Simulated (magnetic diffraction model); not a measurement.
## Moment size from magnetic intensity in CeAsS4

Space group P3_121 (no. 152), a = 8.5740 Å, c = 7.8280 Å.

| site | atom | x | y | z |
| --- | --- | --- | --- | --- |
| 3a | Ce | 0.5104 | 0.5104 | 0 |
| 3b | As | 0.5028 | 0.5028 | 1/2 |
| 6c | S | 0.8652 | 0.3049 | 0.3099 |
| 6c | S | 0.8550 | 0.5417 | 0.0117 |

The compound is invented for this exercise: a known structure type with other elements, its cell scaled to their sizes and not relaxed.

Only Ce is taken to order (form factors of Ce3+); orders and moment sizes are assumed, and not adapted to the symmetry. Radiation: neutrons of λ = 2.567 Å, 5° to 50°; isotropic B of 0.61 Å² (Ce), 0.73 Å² (As) and 0.75 Å² (S). Simulated constant-wavelength pattern: nuclear and magnetic terms add, the magnetic one as |2.695 fm × Σ f S⊥ exp(2πi Q·r) exp(−B s²)|², summed over all Q at one angle with the factor 1/(sin²θ cos θ). For collinear order S is the moment m, which repeats by lattice and centring translations R with the sign exp(−2πi k·R). Free-ion form factors, Sears's scattering lengths of 1992, no absorption; a label names one of the reflections at its angle. The strongest nuclear line in the range is 100, and lines under 0.2 are left out.

In a first state the assumed order is k = (0 0 1/2), collinear moments along [120], 1.3 μB on Ce; signs + at (0.5104, 0.5104, 0), + at (0, 0.4896, 2/3), − at (0.4896, 0, 1/3), with this pattern:

| 2θ (°) | index | nuclear | magnetic |
| --- | --- | --- | --- |
| 19.91 | (1 0 0) | 100.0 | 0.0 |
| 22.06 | (1 0 1/2) | 0.0 | 12.5 |
| 27.57 | (1 0 1) | 16.7 | 0.0 |
| 28.48 | (0 0 3/2) | 0.0 | 4.7 |
| 34.84 | (1 1 0) | 21.6 | 0.0 |
| 34.99 | (1 0 3/2) | 0.0 | 1.7 |
| 36.17 | (1 1 1/2) | 0.0 | 4.0 |
| 39.92 | (1 1 1) | 35.4 | 0.0 |
| 40.45 | (2 0 0) | 76.1 | 0.0 |
| 43.52 | (1 0 2) | 71.4 | 0.0 |
| 44.99 | (2 0 1) | 13.5 | 0.0 |
| 45.59 | (1 1 3/2) | 0.0 | 0.9 |

**Question.** Nearer the ordering temperature the line at 22.06° has total intensity 9.0 on the same scale, and all moments have shrunk alike. How large is the Ce moment?

The nuclear part, 0.0, stays, so the magnetic part is 9.0 against 12.5. It goes as m², so m = 1.3 × √(9.0/12.5) = 1.10 μB; the value used was 1.1 μB.
